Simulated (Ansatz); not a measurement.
## Hf2TlPt, from a guessed structure to a relaxed one

Starting from a made-up structure for Hf2TlPt, the aim is the relaxed cell, its shortest contacts and, where a second run follows, its electronic structure.

Calculated with Ansatz 0.2.0; DFT, PBE, plane-wave PAW, files of the set soft_1, scalar-relativistic, no spin, cell and ions relaxed at zero pressure; PAW set soft_1, in the first sound run; inputs show where later runs differ.

### Step 1. Starting point

Symmetry: I4/mcm, No. 140, tetragonal system. Conventional cell: a = 6.253 Å, b = 6.253 Å, c = 8.794 Å, α = 90.00°, β = 90.00°, γ = 90.00°. Tl has 4 Hf at 2.92 Å and 4 Pt at 3.13 Å nearest. Nearest to Pt lie 4 Tl at 3.13 Å and 8 Hf at 3.13 Å. Nearest to Hf lie 2 Tl at 2.92 Å and 4 Pt at 3.13 Å and 4 Hf at 3.15 Å. Farther neighbours are not listed.

As a file:

```cif
data_structure
_symmetry_space_group_name_H-M 'P 1'
_symmetry_Int_Tables_number 1
_cell_length_a 6.2357
_cell_length_b 6.2357
_cell_length_c 6.2357
_cell_angle_alpha 119.816
_cell_angle_beta 119.816
_cell_angle_gamma 90.319
_cell_volume 171.92
loop_
_atom_site_label
_atom_site_type_symbol
_atom_site_fract_x
_atom_site_fract_y
_atom_site_fract_z
_atom_site_occupancy
Tl1 Tl 0.25000 0.75000 0.50000 1
Tl2 Tl 0.75000 0.25000 0.50000 1
Pt3 Pt 0.25000 0.25000 0.00000 1
Pt4 Pt 0.75000 0.75000 0.00000 1
Hf5 Hf 0.28340 0.21660 0.50000 1
Hf6 Hf 0.71660 0.78340 0.50000 1
Hf7 Hf 0.78340 0.28340 0.06680 1
Hf8 Hf 0.21660 0.71660 0.93320 1
```

### Step 2. Relaxation of the guess

The guessed cell has no reason to be at equilibrium. It is relaxed with the atoms, within the space group of the guess.

input.yaml reads:

```yaml
crystal:
  lattice:
    - [-3.1265, 3.1265, 4.397]
    - [3.1265, -3.1265, 4.397]
    - [3.1265, 3.1265, -4.397]
  atoms:
    - { symbol: Tl, position: [0.25, 0.75, 0.5] }
    - { symbol: Tl, position: [0.75, 0.25, 0.5] }
    - { symbol: Pt, position: [0.25, 0.25, 0.0] }
    - { symbol: Pt, position: [0.75, 0.75, 0.0] }
    - { symbol: Hf, position: [0.2834, 0.2166, 0.5] }
    - { symbol: Hf, position: [0.7166, 0.7834, 0.5] }
    - { symbol: Hf, position: [0.7834, 0.2834, 0.0668] }
    - { symbol: Hf, position: [0.2166, 0.7166, 0.9332] }
kpoints:
  mp_grid: { grid: [6, 6, 6] }
scf:
  occupations: { method: fermi_dirac, width: 0.05 }
hamiltonian:
  xc: pbe
  pseudopotentials: { kind: paw, azcp: { folder: soft_1 } }
relax:
  f_tol: 0.015
  max_steps: 70
  cell: {}
output:
  forces: true
  stress: true
```

Run with:

```
$ ansatz run input.yaml --threads 4 --pin off --max-ram 10240MiB --backend cpu --events-out ev --progress --plain --runs-dir out
```

Numbers of over 12 decimals in the logs are rounded to 6 here.

Output:

```text
Engine: ansatz 0.2.0, aarch64-unknown-linux-gnu
Pseudopotentials: kind: paw
Pseudopotential: Tl, paw, valence charge 13, recommended cutoff 420 eV (normal), soft_1/Tl.paw.azcp
Pseudopotential: Pt, paw, valence charge 18, recommended cutoff 420 eV (normal), soft_1/Pt.paw.azcp
Pseudopotential: Hf, paw, valence charge 26, recommended cutoff 420 eV (normal), soft_1/Hf.paw.azcp
Functional definition: PBE
  parameter kappa = 0.804
  parameter beta = 0.066725
  exchange = pbe_x(kappa = kappa, mu = beta*pi^2/3)
  correlation = pbe_c(beta = beta)
Crystal: 8 atoms, lattice volume = 171.923 Å³
Basis set: ecut = 420 eV, 3383 PW (Γ), exchange–correlation on 90×90×90 points (8 copies of the dense FFT grid, shifted against one another)
Bands: 100, of which v1, the nominal top of the filled ones, is band 83 counted from 1 (82 counted from 0)
Symmetry: 16 space group operations
Space group: I4/mcm (ITA 140), of the structure as read, at distance tolerance 5.6e-5 Å
k-points: 30 of 216
Non-local potential: Tl, projectors of the file, l = 0: 2, l = 1: 2, l = 2: 2, l = 3: 1
Non-local potential: Pt, projectors of the file, l = 0: 3, l = 1: 2, l = 2: 2, l = 3: 1
Non-local potential: Hf, projectors of the file, l = 0: 3, l = 1: 2, l = 2: 2, l = 3: 3
PAW form: soft (Blöchl's): semilocal exchange-correlation on the pseudo side does not see the compensation charge
PAW one-centre angular grid: Tl, 590 points (default); XC on 64 Gauss nodes
PAW one-centre angular grid: Pt, 590 points (default); XC on 64 Gauss nodes
PAW one-centre angular grid: Hf, 590 points (default); XC on 64 Gauss nodes
Initial density: superposition of atomic densities (chi_scale 0.1, normalization cell, long waves kept (reshape's long-wave potential 0.00 eV rms))
Initial wavefunctions: pseudopotential atomic-orbital guess
Functional: x = pbe(κ = 0.804, μ = 0.219515), c = pbe(β = 0.066725)
SCF iter   1: F=—  HF=-110875.692643 eV  |F-HF|=—  |Δ(HF+E_count)|=         —  Δρ=3.42e-1  dr2=5.24e2  ethr=3.10e-3  ⟨swp⟩=5.5  Hψ=9042  notcnv=0  defer=12
preconditioner: auto → Kerker (q_TF=auto, 2.712 Å⁻¹)  [metal: Δε(μ)=0.002 eV  Ē_g=12.640 eV  σ=0.050 eV  W_gap=0.01  n_scr=58 (ndim 8)  ℏωp=30.8 eV  f_vac=0.000  D(μ)=7.82/eV (n_scr^D=64)]
SCF iter   2: F=—  HF=-110839.078991 eV  |F-HF|=—  |Δ(HF+E_count)|=    3.66e1  Δρ=1.33e-1  dr2=8.04e1  ethr=3.10e-3  ⟨swp⟩=3.0  Hψ=7230  notcnv=0  defer=112
SCF iter   3: F=—  HF=-110832.995574 eV  |F-HF|=—  |Δ(HF+E_count)|=    6.08e0  Δρ=2.98e-2  dr2=2.88e0  ethr=3.10e-3  ⟨swp⟩=2.8  Hψ=6387  notcnv=0  defer=142
SCF iter   4: F=—  HF=-110832.540206 eV  |F-HF|=—  |Δ(HF+E_count)|=   4.55e-1  Δρ=1.36e-2  dr2=6.13e-1  ethr=1.74e-3  ⟨swp⟩=2.2  Hψ=5388  notcnv=0  defer=200
SCF iter   5: F=—  HF=-110832.378424 eV  |F-HF|=—  |Δ(HF+E_count)|=   1.62e-1  Δρ=6.12e-3  dr2=7.63e-2  ethr=3.69e-4  ⟨swp⟩=2.1  Hψ=5037  notcnv=0  defer=200
SCF iter   6: F=—  HF=-110832.352166 eV  |F-HF|=—  |Δ(HF+E_count)|=   2.63e-2  Δρ=3.28e-3  dr2=3.83e-2  ethr=4.60e-5  ⟨swp⟩=2.3  Hψ=5648  notcnv=0  defer=197
SCF iter   7: F=—  HF=-110832.345489 eV  |F-HF|=—  |Δ(HF+E_count)|=   6.68e-3  Δρ=7.31e-4  dr2=1.09e-3  ethr=2.31e-5  ⟨swp⟩=2.0  Hψ=3497  notcnv=0  defer=197
SCF iter   8: F=—  HF=-110832.345745 eV  |F-HF|=—  |Δ(HF+E_count)|=   2.56e-4  Δρ=2.33e-4  dr2=1.36e-4  ethr=6.55e-7  ⟨swp⟩=2.0  Hψ=5246  notcnv=0  defer=197
SCF iter   9: F=—  HF=-110832.345682 eV  |F-HF|=—  |Δ(HF+E_count)|=   6.29e-5  Δρ=5.57e-5  dr2=7.36e-6  ethr=8.17e-8  ⟨swp⟩=2.0  Hψ=4631  notcnv=0  defer=197
SCF iter  10: F=—  HF=-110832.345843 eV  |F-HF|=—  |Δ(HF+E_count)|=   1.61e-4  Δρ=2.14e-5  dr2=1.66e-6  ethr=4.43e-9  ⟨swp⟩=2.0  Hψ=4639  notcnv=0  defer=197
SCF iter  11: F=-110832.345843 eV  HF=-110832.345843 eV  |F-HF|=5.45e-8  |Δ(HF+E_count)|=   2.61e-7  Δρ=5.74e-6  dr2=7.85e-8  ethr=6.02e-11  ⟨swp⟩=4.4  Hψ=13249  notcnv=0
SCF 1 converged in 11 iterations: F = -110832.345843 eV  dr2 = 7.85e-8
  greatest PAW one-centre occupation: 1.000 electrons in one spin orbital (limit 2), on the Pt atom at site 3 (counted from 0), in its partial waves of l = 0
relax step   1: F+E_penalty+E_count = -110832.34584266 eV  Δ(F+E_penalty+E_count) = +0.000e0 eV  max|allowed force component| = 8.021e-1 eV/Å  Δτ_max = 0.0000 Å  P = -6.127 GPa  Ω = 171.923 Å³  (11 SCF iters, dr2 threshold 1.00e-7 eV, accepted)
Crystal: 8 atoms, lattice volume = 157.911 Å³
Basis set: ecut = 420 eV, 3111 PW (Γ), exchange–correlation on 90×90×90 points (8 copies of the dense FFT grid, shifted against one another)
Initial density: handed on by an earlier stage of this run
Initial wavefunctions: those handed on with the density
iter 1 solved again at ethr=1.54e-3 eV; its pass at ethr=3.10e-3 eV (dr2=2.55e0 eV) is discarded
SCF iter   1: F=—  HF=-110833.655078 eV  |F-HF|=—  |Δ(HF+E_count)|=         —  Δρ=2.89e-2  dr2=2.56e0  ethr=1.54e-3  ⟨swp⟩=2.1  Hψ=12570  notcnv=0
preconditioner: auto → Kerker (q_TF=auto, 2.751 Å⁻¹)  [metal: Δε(μ)=0.023 eV  Ē_g=15.481 eV  σ=0.050 eV  W_gap=0.11  n_scr=58 (ndim 8)  ℏωp=35.2 eV  f_vac=0.000  D(μ)=8.23/eV (n_scr^D=64)]
SCF iter   2: F=—  HF=-110833.396044 eV  |F-HF|=—  |Δ(HF+E_count)|=   2.59e-1  Δρ=1.51e-2  dr2=7.87e-1  ethr=1.54e-3  ⟨swp⟩=2.1  Hψ=3469  notcnv=0
SCF iter   3: F=—  HF=-110833.285557 eV  |F-HF|=—  |Δ(HF+E_count)|=   1.10e-1  Δρ=3.29e-3  dr2=3.60e-2  ethr=4.74e-4  ⟨swp⟩=2.9  Hψ=4134  notcnv=0  defer=82
SCF iter   4: F=—  HF=-110833.279943 eV  |F-HF|=—  |Δ(HF+E_count)|=   5.61e-3  Δρ=2.01e-3  dr2=5.19e-3  ethr=2.17e-5  ⟨swp⟩=2.0  Hψ=5915  notcnv=0  defer=198
SCF iter   5: F=—  HF=-110833.274605 eV  |F-HF|=—  |Δ(HF+E_count)|=   5.34e-3  Δρ=6.59e-4  dr2=3.77e-4  ethr=3.12e-6  ⟨swp⟩=2.0  Hψ=5114  notcnv=0  defer=198
SCF iter   6: F=—  HF=-110833.274911 eV  |F-HF|=—  |Δ(HF+E_count)|=   3.07e-4  Δρ=2.04e-4  dr2=1.45e-4  ethr=2.27e-7  ⟨swp⟩=2.0  Hψ=5510  notcnv=0  defer=198
SCF iter   7: F=—  HF=-110833.274878 eV  |F-HF|=—  |Δ(HF+E_count)|=   3.30e-5  Δρ=5.73e-5  dr2=4.44e-6  ethr=8.72e-8  ⟨swp⟩=2.0  Hψ=4654  notcnv=0  defer=198
SCF iter   8: F=-110833.274878 eV  HF=-110833.274878 eV  |F-HF|=1.77e-7  |Δ(HF+E_count)|=   8.70e-8  Δρ=1.67e-5  dr2=4.83e-7  ethr=4.82e-10  ⟨swp⟩=5.0  Hψ=12020  notcnv=0
SCF 2 converged in 8 iterations: F = -110833.274878 eV  dr2 = 4.83e-7
relax step   2: F+E_penalty+E_count = -110833.27487812 eV  Δ(F+E_penalty+E_count) = -9.290e-1 eV  max|allowed force component| = 3.972e-1 eV/Å  Δτ_max = 0.1951 Å  P = +2.070 GPa  Ω = 157.911 Å³  energy of the carried Pulay correction = +4.078e-3 eV  (8 SCF iters, dr2 threshold 8.00e-7 eV, accepted)
Crystal: 8 atoms, lattice volume = 159.618 Å³
Basis set: ecut = 420 eV, 3119 PW (Γ), exchange–correlation on 90×90×90 points (8 copies of the dense FFT grid, shifted against one another)
iter 1 solved again at ethr=8.25e-5 eV; its pass at ethr=3.10e-3 eV (dr2=1.37e-1 eV) is discarded
SCF iter   1: F=—  HF=-110833.402918 eV  |F-HF|=—  |Δ(HF+E_count)|=         —  Δρ=1.21e-2  dr2=1.42e-1  ethr=8.25e-5  ⟨swp⟩=2.7  Hψ=16662  notcnv=0
preconditioner: auto → Kerker (q_TF=auto, 2.746 Å⁻¹)  [metal: Δε(μ)=0.009 eV  Ē_g=15.455 eV  σ=0.050 eV  W_gap=0.04  n_scr=58 (ndim 8)  ℏωp=35.0 eV  f_vac=0.000  D(μ)=8.91/eV (n_scr^D=72)]
SCF iter   2: F=—  HF=-110833.379538 eV  |F-HF|=—  |Δ(HF+E_count)|=   2.34e-2  Δρ=6.38e-3  dr2=4.49e-2  ethr=8.25e-5  ⟨swp⟩=3.1  Hψ=3952  notcnv=0
SCF iter   3: F=—  HF=-110833.378435 eV  |F-HF|=—  |Δ(HF+E_count)|=   1.10e-3  Δρ=2.13e-3  dr2=4.37e-3  ethr=2.70e-5  ⟨swp⟩=3.2  Hψ=6381  notcnv=0
SCF iter   4: F=—  HF=-110833.378393 eV  |F-HF|=—  |Δ(HF+E_count)|=   4.13e-5  Δρ=1.34e-3  dr2=1.92e-3  ethr=2.63e-6  ⟨swp⟩=2.1  Hψ=5597  notcnv=0
SCF iter   5: F=—  HF=-110833.377804 eV  |F-HF|=—  |Δ(HF+E_count)|=   5.89e-4  Δρ=7.81e-4  dr2=5.25e-4  ethr=1.16e-6  ⟨swp⟩=2.0  Hψ=5226  notcnv=0
SCF iter   6: F=—  HF=-110833.377849 eV  |F-HF|=—  |Δ(HF+E_count)|=   4.48e-5  Δρ=1.44e-4  dr2=3.40e-5  ethr=3.16e-7  ⟨swp⟩=2.0  Hψ=5158  notcnv=0
SCF iter   7: F=—  HF=-110833.377838 eV  |F-HF|=—  |Δ(HF+E_count)|=   1.11e-5  Δρ=3.10e-5  dr2=1.90e-6  ethr=2.05e-8  ⟨swp⟩=2.0  Hψ=5471  notcnv=0
SCF iter   8: F=-110833.377837 eV  HF=-110833.377837 eV  |F-HF|=3.97e-8  |Δ(HF+E_count)|=   4.36e-7  Δρ=8.73e-6  dr2=1.25e-7  ethr=4.82e-10  ⟨swp⟩=5.4  Hψ=13156  notcnv=0
SCF 3 converged in 8 iterations: F = -110833.377837 eV  dr2 = 1.25e-7
relax step   3: F+E_penalty+E_count = -110833.37783743 eV  Δ(F+E_penalty+E_count) = -1.030e-1 eV  max|allowed force component| = 2.918e-1 eV/Å  Δτ_max = 0.1693 Å  P = +0.716 GPa  Ω = 159.618 Å³  energy of the carried Pulay correction = +3.562e-3 eV  (8 SCF iters, dr2 threshold 8.00e-7 eV, accepted)
Crystal: 8 atoms, lattice volume = 160.163 Å³
Basis set: ecut = 420 eV, 3093 PW (Γ), exchange–correlation on 90×90×90 points (8 copies of the dense FFT grid, shifted against one another)
iter 1 solved again at ethr=2.08e-5 eV; its pass at ethr=3.10e-3 eV (dr2=3.45e-2 eV) is discarded
SCF iter   1: F=—  HF=-110833.454937 eV  |F-HF|=—  |Δ(HF+E_count)|=         —  Δρ=5.25e-3  dr2=3.80e-2  ethr=2.08e-5  ⟨swp⟩=3.0  Hψ=17367  notcnv=0
preconditioner: auto → Kerker (q_TF=auto, 2.745 Å⁻¹)  [metal: Δε(μ)=0.009 eV  Ē_g=15.428 eV  σ=0.050 eV  W_gap=0.05  n_scr=58 (ndim 8)  ℏωp=35.0 eV  f_vac=0.000  D(μ)=9.43/eV (n_scr^D=104)]
SCF iter   2: F=—  HF=-110833.448268 eV  |F-HF|=—  |Δ(HF+E_count)|=   6.67e-3  Δρ=2.90e-3  dr2=1.46e-2  ethr=2.08e-5  ⟨swp⟩=2.2  Hψ=3717  notcnv=0
SCF iter   3: F=—  HF=-110833.446031 eV  |F-HF|=—  |Δ(HF+E_count)|=   2.24e-3  Δρ=9.29e-4  dr2=1.03e-3  ethr=8.80e-6  ⟨swp⟩=3.0  Hψ=6348  notcnv=0
SCF iter   4: F=—  HF=-110833.445802 eV  |F-HF|=—  |Δ(HF+E_count)|=   2.29e-4  Δρ=6.29e-4  dr2=4.23e-4  ethr=6.18e-7  ⟨swp⟩=2.9  Hψ=6140  notcnv=0
SCF iter   5: F=—  HF=-110833.445862 eV  |F-HF|=—  |Δ(HF+E_count)|=   5.90e-5  Δρ=2.87e-4  dr2=8.75e-5  ethr=2.55e-7  ⟨swp⟩=2.0  Hψ=4969  notcnv=0
SCF iter   6: F=—  HF=-110833.445851 eV  |F-HF|=—  |Δ(HF+E_count)|=   1.01e-5  Δρ=8.52e-5  dr2=1.02e-5  ethr=5.27e-8  ⟨swp⟩=2.0  Hψ=5415  notcnv=0
SCF iter   7: F=-110833.445840 eV  HF=-110833.445840 eV  |F-HF|=3.70e-8  |Δ(HF+E_count)|=   1.16e-5  Δρ=2.44e-5  dr2=5.68e-7  ethr=4.82e-10  ⟨swp⟩=4.9  Hψ=18880  notcnv=0
SCF 4 converged in 7 iterations: F = -110833.445840 eV  dr2 = 5.68e-7
relax step   4: F+E_penalty+E_count = -110833.44583982 eV  Δ(F+E_penalty+E_count) = -6.800e-2 eV  max|allowed force component| = 4.034e-2 eV/Å  Δτ_max = 0.0605 Å  P = +0.440 GPa  Ω = 160.163 Å³  energy of the carried Pulay correction = +3.399e-3 eV  (7 SCF iters, dr2 threshold 8.00e-7 eV, accepted)
Crystal: 8 atoms, lattice volume = 160.929 Å³
Basis set: ecut = 420 eV, 3117 PW (Γ), exchange–correlation on 90×90×90 points (8 copies of the dense FFT grid, shifted against one another)
iter 1 solved again at ethr=3.57e-6 eV; its pass at ethr=3.10e-3 eV (dr2=5.93e-3 eV) is discarded
SCF iter   1: F=—  HF=-110833.447990 eV  |F-HF|=—  |Δ(HF+E_count)|=         —  Δρ=1.35e-3  dr2=6.20e-3  ethr=3.57e-6  ⟨swp⟩=3.0  Hψ=12042  notcnv=0
preconditioner: auto → Kerker (q_TF=auto, 2.742 Å⁻¹)  [metal: Δε(μ)=0.012 eV  Ē_g=15.407 eV  σ=0.050 eV  W_gap=0.06  n_scr=58 (ndim 8)  ℏωp=34.9 eV  f_vac=0.000  D(μ)=9.62/eV (n_scr^D=104)]
SCF iter   2: F=—  HF=-110833.447278 eV  |F-HF|=—  |Δ(HF+E_count)|=   7.12e-4  Δρ=7.56e-4  dr2=2.16e-3  ethr=3.57e-6  ⟨swp⟩=1.0  Hψ=3000  notcnv=0
SCF iter   3: F=—  HF=-110833.447001 eV  |F-HF|=—  |Δ(HF+E_count)|=   2.77e-4  Δρ=2.37e-4  dr2=7.21e-5  ethr=1.30e-6  ⟨swp⟩=2.8  Hψ=5514  notcnv=0
SCF iter   4: F=—  HF=-110833.447155 eV  |F-HF|=—  |Δ(HF+E_count)|=   1.54e-4  Δρ=1.09e-4  dr2=1.51e-5  ethr=4.34e-8  ⟨swp⟩=3.3  Hψ=6997  notcnv=0
SCF iter   5: F=—  HF=-110833.447145 eV  |F-HF|=—  |Δ(HF+E_count)|=   9.79e-6  Δρ=5.84e-5  dr2=1.07e-5  ethr=9.07e-9  ⟨swp⟩=2.1  Hψ=5469  notcnv=0
SCF iter   6: F=-110833.447143 eV  HF=-110833.447144 eV  |F-HF|=1.79e-7  |Δ(HF+E_count)|=   1.69e-6  Δρ=1.44e-5  dr2=3.55e-7  ethr=3.36e-10  ⟨swp⟩=5.2  Hψ=16388  notcnv=0
SCF 5 converged in 6 iterations: F = -110833.447143 eV  dr2 = 3.55e-7
relax step   5: F+E_penalty+E_count = -110833.44714344 eV  Δ(F+E_penalty+E_count) = -1.304e-3 eV  max|allowed force component| = 1.025e-3 eV/Å  Δτ_max = 0.0084 Å  P = -0.203 GPa  Ω = 160.929 Å³  energy of the carried Pulay correction = +3.170e-3 eV  (6 SCF iters, dr2 threshold 5.57e-7 eV, accepted)
Crystal: 8 atoms, lattice volume = 160.695 Å³
iter 1 solved again at ethr=3.10e-7 eV; its pass at ethr=3.10e-3 eV (dr2=5.15e-4 eV) is discarded
SCF iter   1: F=—  HF=-110833.447333 eV  |F-HF|=—  |Δ(HF+E_count)|=         —  Δρ=3.79e-4  dr2=5.32e-4  ethr=3.10e-7  ⟨swp⟩=2.3  Hψ=11529  notcnv=0
preconditioner: auto → Kerker (q_TF=auto, 2.743 Å⁻¹)  [metal: Δε(μ)=0.022 eV  Ē_g=15.410 eV  σ=0.050 eV  W_gap=0.11  n_scr=58 (ndim 8)  ℏωp=34.9 eV  f_vac=0.000  D(μ)=9.65/eV (n_scr^D=104)]
SCF iter   2: F=—  HF=-110833.447281 eV  |F-HF|=—  |Δ(HF+E_count)|=   5.23e-5  Δρ=2.00e-4  dr2=1.61e-4  ethr=3.10e-7  ⟨swp⟩=1.4  Hψ=3093  notcnv=0
SCF iter   3: F=—  HF=-110833.447263 eV  |F-HF|=—  |Δ(HF+E_count)|=   1.74e-5  Δρ=4.46e-5  dr2=4.33e-6  ethr=9.70e-8  ⟨swp⟩=2.0  Hψ=5276  notcnv=0
SCF iter   4: F=—  HF=-110833.447380 eV  |F-HF|=—  |Δ(HF+E_count)|=   1.17e-4  Δρ=2.83e-5  dr2=1.06e-6  ethr=2.61e-9  ⟨swp⟩=3.3  Hψ=7101  notcnv=0
SCF iter   5: F=—  HF=-110833.447380 eV  |F-HF|=—  |Δ(HF+E_count)|=   2.44e-7  Δρ=7.91e-6  dr2=1.78e-7  ethr=6.37e-10  ⟨swp⟩=2.0  Hψ=5377  notcnv=0
SCF iter   6: F=-110833.447380 eV  HF=-110833.447380 eV  |F-HF|=5.59e-9  |Δ(HF+E_count)|=   2.09e-8  Δρ=2.79e-6  dr2=1.09e-8  ethr=8.25e-11  ⟨swp⟩=5.8  Hψ=13186  notcnv=0
SCF 6 converged in 6 iterations: F = -110833.447380 eV  dr2 = 1.09e-8
relax step   6: F+E_penalty+E_count = -110833.44737982 eV  Δ(F+E_penalty+E_count) = -2.364e-4 eV  max|allowed force component| = 2.936e-4 eV/Å  Δτ_max = 0.0002 Å  P = -0.002 GPa  Ω = 160.695 Å³  energy of the carried Pulay correction = +3.240e-3 eV  (6 SCF iters, dr2 threshold 1.37e-7 eV, accepted)
Initial wavefunctions: pseudopotential atomic-orbital guess (no wavefunctions were taken with the density)
iter 1 solved again at ethr=1.50e-8 eV; its pass at ethr=3.10e-3 eV (dr2=2.50e-5 eV) is discarded
SCF iter   1: F=—  HF=-110833.444484 eV  |F-HF|=—  |Δ(HF+E_count)|=         —  Δρ=1.20e-4  dr2=3.72e-6  ethr=1.50e-8  ⟨swp⟩=4.3  Hψ=20198  notcnv=0
preconditioner: auto → Kerker (q_TF=auto, 2.743 Å⁻¹)  [metal: Δε(μ)=0.020 eV  Ē_g=15.410 eV  σ=0.050 eV  W_gap=0.10  n_scr=58 (ndim 8)  ℏωp=34.9 eV  f_vac=0.000  D(μ)=9.64/eV (n_scr^D=104)]
SCF iter   2: F=—  HF=-110833.444672 eV  |F-HF|=—  |Δ(HF+E_count)|=   1.88e-4  Δρ=7.39e-5  dr2=2.58e-6  ethr=2.24e-9  ⟨swp⟩=3.1  Hψ=6093  notcnv=0
SCF iter   3: F=—  HF=-110833.444673 eV  |F-HF|=—  |Δ(HF+E_count)|=   5.71e-7  Δρ=3.85e-5  dr2=5.60e-7  ethr=1.55e-9  ⟨swp⟩=2.0  Hψ=4969  notcnv=0
SCF iter   4: F=—  HF=-110833.444673 eV  |F-HF|=—  |Δ(HF+E_count)|=   3.73e-7  Δρ=9.95e-6  dr2=4.06e-8  ethr=3.38e-10  ⟨swp⟩=2.2  Hψ=5512  notcnv=0
SCF iter   5: F=—  HF=-110833.444673 eV  |F-HF|=—  |Δ(HF+E_count)|=   3.23e-8  Δρ=2.12e-6  dr2=2.00e-9  ethr=2.45e-11  ⟨swp⟩=2.1  Hψ=5525  notcnv=0
SCF iter   6: F=—  HF=-110833.444673 eV  |F-HF|=—  |Δ(HF+E_count)|=   2.08e-9  Δρ=3.55e-7  dr2=1.23e-10  ethr=1.21e-12  ⟨swp⟩=2.2  Hψ=5567  notcnv=0
SCF iter   7: F=-110833.444673 eV  HF=-110833.444673 eV  |F-HF|=2.91e-11  |Δ(HF+E_count)|=  1.02e-10  Δρ=7.27e-8  dr2=1.65e-11  ethr=1.00e-12  ⟨swp⟩=4.6  Hψ=10975  notcnv=0
SCF 7 converged in 7 iterations: F = -110833.444673 eV  dr2 = 1.65e-11
relax step   7: F+E_penalty+E_count = -110833.44467326 eV  Δ(F+E_penalty+E_count) = +2.707e-3 eV  max|allowed force component| = 2.942e-4 eV/Å  Δτ_max = 0.0000 Å  P = -0.008 GPa  Ω = 160.695 Å³  stress off target by 1.59e-2 GPa  SCF on the basis re-selected at this cell (its energy is not comparable with the rows above)  (7 SCF iters)
basis re-selected at this cell: Δ(F+E_penalty+E_count) = +2.707e-3 eV, ΔP = -0.006 GPa vs the last step (what re-selecting the basis moved, of the pressure what is left beyond the Pulay correction that the steps carried, after the strain that the cell walked since its last selection, with what the two solves' SCF thresholds leave and, on support functions, any second-order correction that the steps lacked; it is no m [...]
SCF converged after 7 iterations
Free energy (F): -110833.444673 eV
Harris-Foulkes:  -110833.444673 eV  (|F-HF|=2.91e-11)
Internal energy: -110833.367178 eV  (E = F + TS)
E sigma→0 (E₀):  -110833.405926 eV
Entropy (-TS):   -0.077495 eV (-9.687 meV/atom)
Fermi energy:    18.646894 eV
--- Per-component energies (eV) ---
  E_band       = -227.755493
  E_kinetic    = 3362.757008
  E_local      = -30540.927651  (includes V_loc(G=0)·N_el)
  E_nonlocal   = 1265.930394
  E_hartree    = 14420.148231
  E_xc         = -1902.233823
  E_vxc        = -1809.489869  (∫ρ·V_xc dr)
  E_paw        = -70125.829147  (= ΣΔE_a)
  E_vpaw       = -1346.324289  (= ΣTr[D̂ρ^β])
  E_aug_tail   = 0.002534  (compensation charges beyond the density's cutoff)
  E_ewald      = -27313.214723
  E_smearing   = -0.077495  (= −TS)
  E_closure    = -0.000000  (closes the sum)
  Σ components = -110833.444673   (vs F -110833.444673, Δ=0.00e0)
--- Forces (eV/Å), atoms counted from 1 ---
  atom   1  Tl     0.00000000     0.00000000     0.00000000
  atom   2  Tl    -0.00000000     0.00000000    -0.00000000
  atom   3  Pt    -0.00000000     0.00000000     0.00000000
  atom   4  Pt     0.00000000     0.00000000    -0.00000000
  atom   5  Hf    -0.00029416     0.00029416    -0.00000000
  atom   6  Hf     0.00029416    -0.00029416     0.00000000
  atom   7  Hf     0.00029416     0.00029416     0.00000000
  atom   8  Hf    -0.00029416    -0.00029416     0.00000000
  max |Σ_I F_I| component: 5.42e-20 eV/Å
--- Stress (GPa, compression-positive) ---
       -0.004174      -0.000000      -0.000000
       -0.000000      -0.004174      -0.000000
       -0.000000       0.000000      -0.015867
  P = ⅓ Tr σ = -0.0081 GPa (-0.081 kbar)
--- Relaxed structure (6 steps of the walk, 6 accepted, 1 SCFs on fresh bases) ---
  F+E_penalty+E_count = -110833.44467326 eV   max|allowed force component| = 2.942e-4 eV/Å   (the final SCF, on the basis selected at the relaxed cell)
  cell:  # Å, volume = 160.6946 Å³
    - [-3.124573, 3.124573, 4.114909]
    - [3.124573, -3.124573, 4.114909]
    - [3.124573, 3.124573, -4.114909]
  atoms:
    - { symbol: Tl, position: [0.250000, 0.75, 0.5] }
    - { symbol: Tl, position: [0.75, 0.250000, 0.5] }
    - { symbol: Pt, position: [0.250000, 0.250000, 5.548451866229998e-19] }
    - { symbol: Pt, position: [0.750000, 0.750000, 5.548451866229998e-19] }
    - { symbol: Hf, position: [0.249993, 0.250007, 0.500000] }
    - { symbol: Hf, position: [0.750007, 0.749993, 0.500000] }
    - { symbol: Hf, position: [0.749993, 0.249993, -1.43125985384851e-5] }
    - { symbol: Hf, position: [0.250007, 0.750007, 1.000014] }
```

It took 54 s on 4 threads of Arm Neoverse V2, shared host; peak memory 0.94 GiB; 3.5 min of CPU time.

[end of part 1 of 2]

[Logs are printed without paths, hosts, clocks, repeated set-up lines and the standing remarks that a program may print on its own settings, such as how far it seeks lower states.]

[Hosts, paths, dates, database ids (printed as entryN), source tags and the programs' standing remarks are cut or masked in the printed files.]
